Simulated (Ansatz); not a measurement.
# PbC (model cell, started as CsCl type): from the cell to its phonons

Wanted: phonon frequencies of PbC (model cell, started as CsCl type) and what follows from them.

Main program and level: Ansatz 0.2.0; DFT PBEsol, scalar-relativistic, plane waves, PAW.

Report form: the programs' logs are mostly left out.

The structure was built from a prototype and need not be the compound's stable phase.

## (1) The starting structure

The structure is cubic, space group Pm-3m (No. 221). Conventional cell: a = 2.732 Å, b = 2.732 Å, c = 2.732 Å, α = 90.00°, β = 90.00°, γ = 90.00°. Pb has 8 C at 2.37 Å nearest. Nearest to C lie 8 Pb at 2.37 Å. Farther neighbours are not listed.

## (2) Rough relaxation

The start is far from rest, so a relaxation with loose tolerances brings it close first.

input.yaml

```yaml
crystal:
  lattice:
    - [2.73202, 0.0, 0.0]
    - [0.0, 2.73202, 0.0]
    - [0.0, 0.0, 2.73202]
  atoms:
    - { symbol: Pb, position: [0.0, 0.0, 0.0] }
    - { symbol: C, position: [0.5, 0.5, 0.5] }
kpoints:
  mp_grid: { grid: [8, 8, 8] }
hamiltonian:
  xc: pbesol
scf:
  occupations: { method: gaussian, width: 0.1 }
output:
  forces: true
  stress: true
  eigenvalues: true
relax:
  adjacent_minimum: "off"
  f_tol: 0.05
  max_steps: 80
  cell: { stress_tol: 0.5 }
```

Command:

```bash
$ ansatz run input.yaml --threads 8 --pin off --max-ram 14336MiB --backend cpu --events-out ev --progress --plain --runs-dir out
```

Run time: 1.7 s. Hardware: 8 threads of Intel Xeon 6975P-C (Granite Rapids), shared host; peak memory 0.4 GiB; 7.8 s of CPU time.

The steps of the relaxation:

| step | energy less that of the first step (eV) | largest force component (eV/Å) | pressure (GPa) | volume (Å³) |
| --- | --- | --- | --- | --- |
| 1 | 0.0000 | 0.0000 | 135.71 | 20.39 |
| 2 | -1.9211 | 0.0000 | 67.94 | 23.52 |
| 3 | -2.9015 | 0.0000 | 28.08 | 26.96 |
| 4 | -3.2294 | 0.0000 | 8.33 | 30.04 |
| 5 | -3.2723 | 0.0000 | -1.19 | 32.19 |
| 6 | -3.2738 | 0.0000 | 0.00 | 31.88 |
| 7* | -3.3706 | 0.0000 | 3.44 | 31.88 |
| 8 | -3.3811 | 0.0000 | 0.82 | 32.77 |
| 9 | -3.3815 | 0.0000 | 0.11 | 33.05 |
| 10* | -3.3828 | 0.0000 | 0.11 | 33.05 |

Relaxation steps marked * repeat the geometry before them on a plane-wave basis chosen anew for their cell, so energy and pressure can jump there.

The run keeps the 48 symmetry operations that it works with, so distortions that break them were not tested.

| cell as run | before | after | change |
| --- | --- | --- | --- |
| a (Å) | 2.732 | 3.209 | +17.5 % |
| b (Å) | 2.732 | 3.209 | +17.5 % |
| c (Å) | 2.732 | 3.209 | +17.5 % |
| volume (Å³/atom) | 10.20 | 16.52 | +62.1 % |

The relaxed structure:

```xyz
2
Lattice="3.2091 0.0000 0.0000 0.0000 3.2091 0.0000 0.0000 0.0000 3.2091" Properties=species:S:1:pos:R:3 pbc="T T T"
Pb    0.0000    0.0000    0.0000
C     1.6045    1.6045    1.6045
```

Numbers from this step:

| Quantity | Value |
| --- | --- |
| pressure | 0.1074 GPa |
| volume per atom | 16.52 Å³ |
| gap on the k-mesh | 0 eV |

In this step the volume went from 10.20 to 16.52 Å³/atom.

## (3) Relaxation

The cell and atoms are relaxed, since residual forces and stress would shift the frequencies.

input.yaml, the sections that differ from step 2:

```yaml
crystal:
  lattice:
    - [3.209091671, 0.0, 0.0]
    - [0.0, 3.209091671, 0.0]
    - [0.0, 0.0, 3.209091671]
  atoms:
    - { symbol: Pb, position: [0.0, 0.0, 0.0] }
    - { symbol: C, position: [0.5, 0.5, 0.5] }
kpoints:
  mp_grid: { grid: [14, 14, 14] }
relax:
  adjacent_minimum: "off"
  f_tol: 0.005
  max_steps: 80
  cell: { stress_tol: 0.05 }
# hamiltonian, scf, output: as in step 2
```

Run time: 1.7 s. Hardware: 8 threads; peak memory 0.48 GiB; 9.8 s of CPU time.

Relaxation path:

| step | energy less that of the first step (eV) | largest force component (eV/Å) | pressure (GPa) | volume (Å³) |
| --- | --- | --- | --- | --- |
| 1 | 0.0000 | 0.0000 | 0.60 | 33.05 |
| 2 | 0.0013 | 0.0000 | -0.96 | 33.63 |
| 3 | -0.0002 | 0.0000 | -0.01 | 33.27 |
| 4* | -0.0004 | 0.0000 | -0.01 | 33.27 |

Relaxation steps marked * repeat the geometry before them on a plane-wave basis chosen anew for their cell, so energy and pressure can jump there. Relaxation step 2 was tried and not accepted.

The run keeps the 48 symmetry operations that it works with, so distortions that break them were not tested.

| conventional cell, symmetrised | before | after | change |
| --- | --- | --- | --- |
| a (Å) | 3.209 | 3.216 | +0.2 % |
| b (Å) | 3.209 | 3.216 | +0.2 % |
| c (Å) | 3.209 | 3.216 | +0.2 % |
| volume (Å³/atom) | 16.52 | 16.64 | +0.7 % |

Final coordinates:

```xyz
2
Lattice="3.2163 0.0000 0.0000 0.0000 3.2163 0.0000 0.0000 0.0000 3.2163" Properties=species:S:1:pos:R:3 pbc="T T T"
Pb    0.0000    0.0000    0.0000
C     1.6082    1.6082    1.6082
```

Numbers from this step:

```yaml
pressure: -0.006148 GPa
volume_per_atom: 16.64 Å³
```

In this step the volume went from 16.52 to 16.64 Å³/atom.

## (4) Relaxing to small forces for the phonons

Phonons need a cell at rest on their own settings, so the relaxation is repeated with tight tolerances on forces and stress on the k mesh and occupations of the first response run.

input.yaml

```yaml
crystal:
  lattice:
    - [3.2163140716, 0.0, 0.0]
    - [0.0, 3.2163140716, 0.0]
    - [0.0, 0.0, 3.2163140716]
  atoms:
    - { symbol: Pb, position: [0.0, 0.0, 0.0] }
    - { symbol: C, position: [0.5, 0.5, 0.5] }
kpoints:
  mp_grid: { grid: [16, 16, 16] }
hamiltonian:
  xc: pbesol
scf:
  occupations: { method: methfessel_paxton, width: 0.2 }
output:
  forces: true
  stress: true
  eigenvalues: true
relax:
  adjacent_minimum: "off"
  f_tol: 0.001
  max_steps: 60
  cell: { stress_tol: 0.01 }
```

The job ended after 3 s (8 threads; peak memory 0.52 GiB; 19 s of CPU time).

Step by step:

| step | energy less that of the first step (eV) | largest force component (eV/Å) | pressure (GPa) | volume (Å³) |
| --- | --- | --- | --- | --- |
| 1 | 0.0000 | 0.0000 | -0.41 | 33.27 |
| 2 | -0.0001 | 0.0000 | 0.66 | 32.87 |
| 3 | -0.0003 | 0.0000 | -0.01 | 33.12 |
| 4* | -0.0002 | 0.0000 | -0.01 | 33.12 |
| 5 | -0.0002 | 0.0000 | 0.00 | 33.11 |
| 6* | -0.0002 | 0.0000 | 0.00 | 33.11 |

Relaxation steps marked * repeat the geometry before them on a plane-wave basis chosen anew for their cell, so energy and pressure can jump there. Relaxation step 2 was tried and not accepted.

Forces are held to the 48 operations that the run works with; a distortion that breaks them can't arise in this run.

| conventional cell, symmetrised | before | after | change |
| --- | --- | --- | --- |
| a (Å) | 3.216 | 3.211 | -0.2 % |
| b (Å) | 3.216 | 3.211 | -0.2 % |
| c (Å) | 3.216 | 3.211 | -0.2 % |
| volume (Å³/atom) | 16.64 | 16.56 | -0.5 % |

The relaxed structure:

```xyz
2
Lattice="3.2112 0.0000 0.0000 0.0000 3.2112 0.0000 0.0000 0.0000 3.2112" Properties=species:S:1:pos:R:3 pbc="T T T"
Pb    0.0000    0.0000    0.0000
C     1.6056    1.6056    1.6056
```

Numbers from this step:

| Item | Value |
| --- | --- |
| pressure | -3.22e-4 GPa |
| volume per atom | 16.56 Å³ |

The forces vanish by symmetry and the pressure is 0.000 GPa, within the tolerances set. The cell now holds 16.56 Å³/atom.

## (5) Modes at Γ

The zone centre comes first: it holds the modes that light can see, as far as symmetry allows. No field response is asked, since the mesh shows no gap.

input.yaml, the sections that differ from step 4:

```yaml
crystal:
  lattice:
    - [3.2111984657, 0.0, 0.0]
    - [0.0, 3.2111984657, 0.0]
    - [0.0, 0.0, 3.2111984657]
  atoms:
    - { symbol: Pb, position: [0.0, 0.0, 0.0] }
    - { symbol: C, position: [0.5, 0.5, 0.5] }
output:
  eigenvalues: true
phonons:
  method: dfpt
# kpoints, hamiltonian, scf: as in step 4
# relax: removed
```

The job ended after 5.3 s (8 threads; peak memory 0.93 GiB; 32 s of CPU time).

This step gave:

```
sum-rule residual before enforcement                    : 7.73e-5 eV/Å²
point group                                             : m-3m
highest optical mode at the zone centre (no LO-TO term) : -92.17 cm⁻¹
lowest optical zone-centre mode                         : -92.17 cm⁻¹
```

Patterns of degenerate modes are one choice out of their space. The modes at Γ (shares of kinetic energy by element, %) (negative means imaginary):

| mode | frequency (cm⁻¹) | symmetry | Pb % | C % |
| --- | --- | --- | --- | --- |
| 1 | -92.2 | T1u | 5 | 95 |
| 2 | -92.2 | T1u | 5 | 95 |
| 3 | -92.2 | T1u | 5 | 95 |
| 4 | 0.0 | acoustic | 95 | 5 |
| 5 | 0.0 | acoustic | 95 | 5 |
| 6 | 0.0 | acoustic | 95 | 5 |

Displacements in mode 3 (-92.2 cm⁻¹), the largest set to 1:
```
Pb1  0.00  0.00 -0.06
C2   0.00  0.00  1.00
```

Before it was imposed, the acoustic sum rule was missed by 7.7e-5 eV/Å². Small misses are needed for a sound result but don't prove that mesh and cutoff are converged. The lowest optical mode is imaginary, 92.2i cm⁻¹, so the energy falls along it.

## (6) Phonons on a q mesh

Stability and thermal properties need the whole zone. Linear response on a 4×4×4 q mesh gives force constants as far as a supercell of that size would.

Changes to input.yaml since step 5:

```diff
@@ -18 +18,8 @@
   method: dfpt
+  qmesh: [4, 4, 4]
+  temperatures: { t_max: 1000, t_step: 50 }
+  qpath:
+    path:
+      - [[0.0, 0.0, 0.0], [0.0, 0.5, 0.0], [0.5, 0.5, 0.0], [0.0, 0.0, 0.0], [0.5, 0.5, 0.5], [0.0, 0.5, 0.0]]
+      - [[0.5, 0.5, 0.5], [0.5, 0.5, 0.0]]
+    npoints: 10
```

The job ended after 2.1 min (8 threads; peak memory 2.9 GiB; 15 min of CPU time).

Numbers from this step:

| Quantity | Value |
| --- | --- |
| sum-rule residual before enforcement | 1.05e-4 eV/Å² |
| lowest frequency on the path | -244.0 cm⁻¹ |
| highest frequency on the path or at a solved wavevector | 126.5 cm⁻¹ |
| lowest mode on the q mesh (acoustic modes at Γ apart) | -244.0 cm⁻¹ |

Frequencies (cm⁻¹) solved at each irreducible wavevector; negative means imaginary. Frequencies by wavevector, by row:

| q in reciprocal lattice units | star | mode 1 | mode 2 | mode 3 | mode 4 | mode 5 | mode 6 |
| --- | --- | --- | --- | --- | --- | --- | --- |
| 0 0 0 | 1 | -92.2 | -92.2 | -92.2 | 0 | 0 | 0 |
| 0 0 0.25 | 6 | -102 | -102 | -42.8 | -22.3 | -22.3 | 86.4 |
| 0 0 -0.5 | 3 | -57.9 | -36.9 | -36.9 | -32.2 | -32.2 | 114.7 |
| 0 0.25 0.25 | 12 | -158.6 | -138.6 | -113.2 | -36.2 | 74.7 | 83.4 |
| 0 0.25 -0.5 | 12 | -137.3 | -112.3 | -100.2 | -47 | 73.5 | 113.5 |
| 0 -0.5 -0.5 | 3 | -189.9 | -57.7 | 108.6 | 108.6 | 126.5 | 126.5 |
| 0.25 0.25 0.25 | 8 | -244 | -80.2 | -80.2 | 72.3 | 72.3 | 76.8 |
| 0.25 0.25 -0.5 | 12 | -236.8 | -86.8 | -21.7 | 69.3 | 69.6 | 110.1 |
| 0.25 -0.5 -0.5 | 6 | -212.6 | 58.9 | 103.9 | 103.9 | 124.8 | 124.8 |
| -0.5 -0.5 -0.5 | 1 | 103.3 | 103.3 | 103.3 | 117.1 | 117.1 | 117.1 |

Interpolated from a 4×4×4 q mesh. Phonon branches along the path, in cm⁻¹:

| point | branch 1 | branch 2 | branch 3 | branch 4 | branch 5 | branch 6 |
| --- | --- | --- | --- | --- | --- | --- |
| Γ | -92 | -92 | -92 | 0 | 0 | 0 |
| halfway | -102 | -102 | -43 | -22 | -22 | 86 |
| X | -58 | -37 | -37 | -32 | -32 | 115 |
| halfway | -137 | -112 | -100 | -47 | 74 | 114 |
| M | -190 | -58 | 109 | 109 | 126 | 126 |
| halfway | -159 | -139 | -113 | -36 | 75 | 83 |
| Γ | -92 | -92 | -92 | 0 | 0 | 0 |
| halfway | -244 | -80 | -80 | 72 | 72 | 77 |
| R | 103 | 103 | 103 | 117 | 117 | 117 |
| halfway | -237 | -87 | -22 | 69 | 70 | 110 |
| X | -58 | -37 | -37 | -32 | -32 | 115 |
| jump to R | 103 | 103 | 103 | 117 | 117 | 117 |
| halfway | -213 | 59 | 104 | 104 | 125 | 125 |
| M | -190 | -58 | 109 | 109 | 126 | 126 |

Tetrahedra on a 20×20×20 mesh, mean over bins of 5 cm-1. Interpolated from a 4×4×4 q mesh. The phonon density of states by wavenumber; read off at these points:

| wavenumber (cm⁻¹) | phonon density of states (1/cm⁻¹/cell) |
| --- | --- |
| -248 | 2.4e-4 |
| -238 | 0.00686 |
| -228 | 0.0112 |
| -222 | 0.0131 |
| -218 | 0.0099 |
| -208 | 0.00815 |
| -198 | 0.00772 |
| -188 | 0.00807 |
| -178 | 0.00762 |
| -168 | 0.00721 |
| -158 | 0.00671 |
| -148 | 0.00534 |
| -138 | 0.00529 |
| -128 | 0.00643 |
| -118 | 0.00905 |
| -108 | 0.0208 |
| -98 | 0.0363 |
| -88 | 0.0298 |
| -78 | 0.0279 |
| -68 | 0.0146 |
| -52 | 0.0124 |
| -42 | 0.0140 |
| -32 | 0.0176 |
| -28 | 0.0178 |
| -22 | 0.0156 |
| -12 | 0.0104 |
| -2 | 0.00897 |
| 8 | 0.00879 |
| 18 | 0.0097 |
| 28 | 0.0119 |
| 38 | 0.0147 |
| 48 | 0.017 |
| 58 | 0.0202 |
| 68 | 0.0227 |
| 78 | 0.0264 |
| 88 | 0.0319 |
| 98 | 0.0435 |
| 108 | 0.0638 |
| 118 | 0.00848 |
| 128 | 8.0e-5 |

The partial phonon density of states has structure finer than the step of the table below, so its rows give means over 20 cm⁻¹, whole bins alone (the curve runs from -256 to 136 cm⁻¹). Peaks (cm⁻¹: height): C -226.0: 0.0144, -208.8: 0.0138, -181.7: 0.0103, -100.6: 0.0353, -80.9: 0.0366, -39.1: 0.00847, 118.3: 0.00842; Pb -36.6: 0.0158, 51.9: 0.0242, 69.1: 0.0268, 106.0: 0.0566.

Phonopy on the run's constants, 17x17x17 mesh, Gaussian sigma 2.8 cm-1. Interpolated from a 4×4×4 q mesh. Table of partial phonon density of states by wavenumber; means over each step; values in 1/cm⁻¹/cell:

| wavenumber (cm⁻¹) | C | Pb |
| --- | --- | --- |
| -240 | 0.00572 | 3.5e-6 |
| -220 | 0.0100 | 1.2e-5 |
| -200 | 0.00786 | 2.1e-5 |
| -180 | 0.00785 | 3.8e-5 |
| -160 | 0.00597 | 5.7e-5 |
| -140 | 0.00603 | 9.7e-5 |
| -120 | 0.00947 | 2.3e-4 |
| -100 | 0.0290 | 8.6e-4 |
| -80 | 0.0276 | 7.6e-4 |
| -60 | 0.00860 | 0.00267 |
| -40 | 0.00523 | 0.0126 |
| -20 | 0.00243 | 0.0122 |
| 0 | 4.3e-4 | 0.00286 |
| 20 | 0.00243 | 0.00983 |
| 40 | 0.00218 | 0.0128 |
| 60 | 0.00313 | 0.0179 |
| 80 | 0.00552 | 0.0227 |
| 100 | 0.00527 | 0.0431 |
| 120 | 0.00519 | 0.0111 |

Second derivatives of the energy by pair, one row for each kind of neighbour of each atom listed. Each entry sums the pair over the periodic images of the supercell that the q mesh stands for, and in a polar crystal it holds the long-range dipole part too. Force constants by pair, by row:

| atom | neighbour | distance (Å) | third of the trace (eV/Å²) | along the pair's line (eV/Å²) |
| --- | --- | --- | --- | --- |
| Pb1 | itself | 0 | 3.919 | – |
| Pb1 | C | 2.781 | 0.1014 | 0.1379 |
| Pb1 | Pb | 3.211 | -0.6697 | -2.592 |
| Pb1 | Pb | 4.541 | -0.009 | -0.0343 |
| Pb1 | C | 5.325 | -0.0209 | -0.0433 |
| Pb1 | Pb | 5.562 | -0.0152 | -0.1164 |
| Pb1 | Pb | 6.422 | -0.0013 | 0.0239 |
| Pb1 | C | 6.999 | -0.0014 | -0.0256 |
| Pb1 | Pb | 7.18 | -0.0039 | -0.0114 |
| C2 | itself | 0 | -0.6256 | – |
| C2 | Pb | 2.781 | 0.1014 | 0.1379 |
| C2 | C | 3.211 | -0.0148 | -0.2095 |
| C2 | C | 4.541 | 0.0276 | 0.2595 |
| C2 | Pb | 5.325 | -0.0209 | -0.0433 |
| C2 | C | 5.562 | -0.0141 | -0.1149 |
| C2 | C | 6.422 | 0.1842 | 0.3917 |
| C2 | Pb | 6.999 | -0.0014 | -0.0256 |
| C2 | C | 7.18 | -0.0217 | -0.091 |

Symmetry leaves 10 wavevectors to solve. The lowest mode among them, the acoustic zeros apart, lies at q = (0.25, 0.25, 0.25) and is imaginary, 244.0i cm⁻¹, so the energy falls along it.

## (7) Finite displacements in a supercell

Finite displacements in a 2×2×2 supercell give force constants from forces alone. They are exact at the wavevectors that the supercell holds, where they check the linear-response result.

Changes to input.yaml since step 6:

```diff
@@ -17,4 +17,4 @@
 phonons:
-  method: dfpt
-  qmesh: [4, 4, 4]
+  method: fd
+  supercell: [2, 2, 2]
   temperatures: { t_max: 1000, t_step: 50 }
```

Elapsed: 26 s, on 8 threads; peak memory 2.6 GiB.

Numbers from this step:

```
atoms in the supercell                                  : 16
sum-rule residual before enforcement                    : 4.98e-5 eV/Å²
lowest frequency on the path                            : -189.9 cm⁻¹
highest optical mode at the zone centre (no LO-TO term) : -92.16 cm⁻¹
lowest optical zone-centre mode                         : -92.16 cm⁻¹
```

Interpolated from a 2×2×2 supercell, rough between the solved points. The phonon branches at the labelled points (cm⁻¹):

| point | branch 1 | branch 2 | branch 3 | branch 4 | branch 5 | branch 6 |
| --- | --- | --- | --- | --- | --- | --- |
| Γ | -92 | -92 | -92 | 0 | 0 | 0 |
| halfway | -76 | -71 | -71 | -21 | -21 | 81 |
| X | -58 | -37 | -37 | -32 | -32 | 115 |
| halfway | -136 | -48 | 72 | 80 | 86 | 112 |
| M | -190 | -58 | 109 | 109 | 126 | 126 |
| halfway | -108 | -39 | 25 | 28 | 77 | 78 |
| Γ | -92 | -92 | -92 | 0 | 0 | 0 |
| halfway | -24 | -24 | -23 | 72 | 72 | 72 |
| R | 103 | 103 | 103 | 117 | 117 | 117 |
| halfway | -43 | -43 | 67 | 67 | 103 | 109 |
| X | -58 | -37 | -37 | -32 | -32 | 115 |
| jump to R | 103 | 103 | 103 | 117 | 117 | 117 |
| halfway | -106 | 61 | 106 | 106 | 122 | 122 |
| M | -190 | -58 | 109 | 109 | 126 | 126 |

Tetrahedra on a 20×20×20 mesh, mean over bins of 5 cm-1. Interpolated from a 2×2×2 supercell, rough between the solved points. Phonon density of states against wavenumber; read off at these points:

wavenumber (cm⁻¹), phonon density of states (1/cm⁻¹/cell) and a bar:
```
     -192     0.0000 
     -182     0.0014 #
     -172     0.0024 #
     -158     0.0036 #
     -148     0.0042 ##
     -138     0.0049 ##
     -128     0.0055 ##
     -118     0.0062 ##
     -102     0.0076 ###
      -92     0.0098 ####
      -82     0.0230 #########
      -72     0.0200 ########
      -62     0.0166 ######
      -48     0.0227 #########
      -42     0.0277 ##########
      -38     0.0269 ##########
      -28     0.0205 ########
      -18     0.0141 #####
       -2     0.0112 ####
        8     0.0113 ####
       18     0.0128 #####
       28     0.0154 ######
       38     0.0183 #######
       52     0.0278 ##########
       62     0.0293 ###########
       72     0.0335 #############
       82     0.0416 ################
       92     0.0462 #################
      108     0.0797 ##############################
      118     0.0232 #########
      128     0.0006
```

At Γ the two methods differ by at most 0.0 cm⁻¹.

## (8) Outcome

```
space group after relaxation (within 0.01 Å)            : Pm-3m
volume per atom                                         : 16.6 Å³
electronic character                                    : no gap on this mesh
highest optical mode at the zone centre (no LO-TO term) : -92.2 cm⁻¹
lowest optical zone-centre mode                         : -92.2 cm⁻¹
lowest mode on the q mesh (acoustic modes at Γ apart)   : -244 cm⁻¹
highest frequency on the path or at a solved wavevector : 127 cm⁻¹
imaginary modes on the 4×4×4 q mesh                     : yes
```

In words: Modes are clearly imaginary (beyond 10i cm⁻¹) at 9 of the 10 irreducible wavevectors, most at q = (0.25, 0.25, 0.25) (244.0i cm⁻¹), so this structure is not a minimum of the energy. The optical modes at Γ form one degenerate level at -92 cm⁻¹ (negative means imaginary). Finite displacements and linear response differ by 0.0 cm⁻¹ in the highest zone-centre mode. With no gap, or one that is small against the smearing, the frequencies hang on the k mesh and the smearing, most of all near Kohn anomalies. Spin-orbit coupling is left out, which can matter for the heavy elements here. A phonon run warned that its eigensolver left some bands unconverged in a pass. The starting cell was built on a prototype and not taken from a measurement, so the phase need not exist. These are harmonic frequencies at zero temperature: anharmonic shifts, linewidths and thermal expansion are left out.

[Logs are printed without paths, hosts, clocks, repeated set-up lines and the standing remarks that a program may print on its own settings, such as how far it seeks lower states.]

[Hosts, paths, dates, database ids (printed as entryN), source tags and the programs' standing remarks are cut or masked in the printed files.]
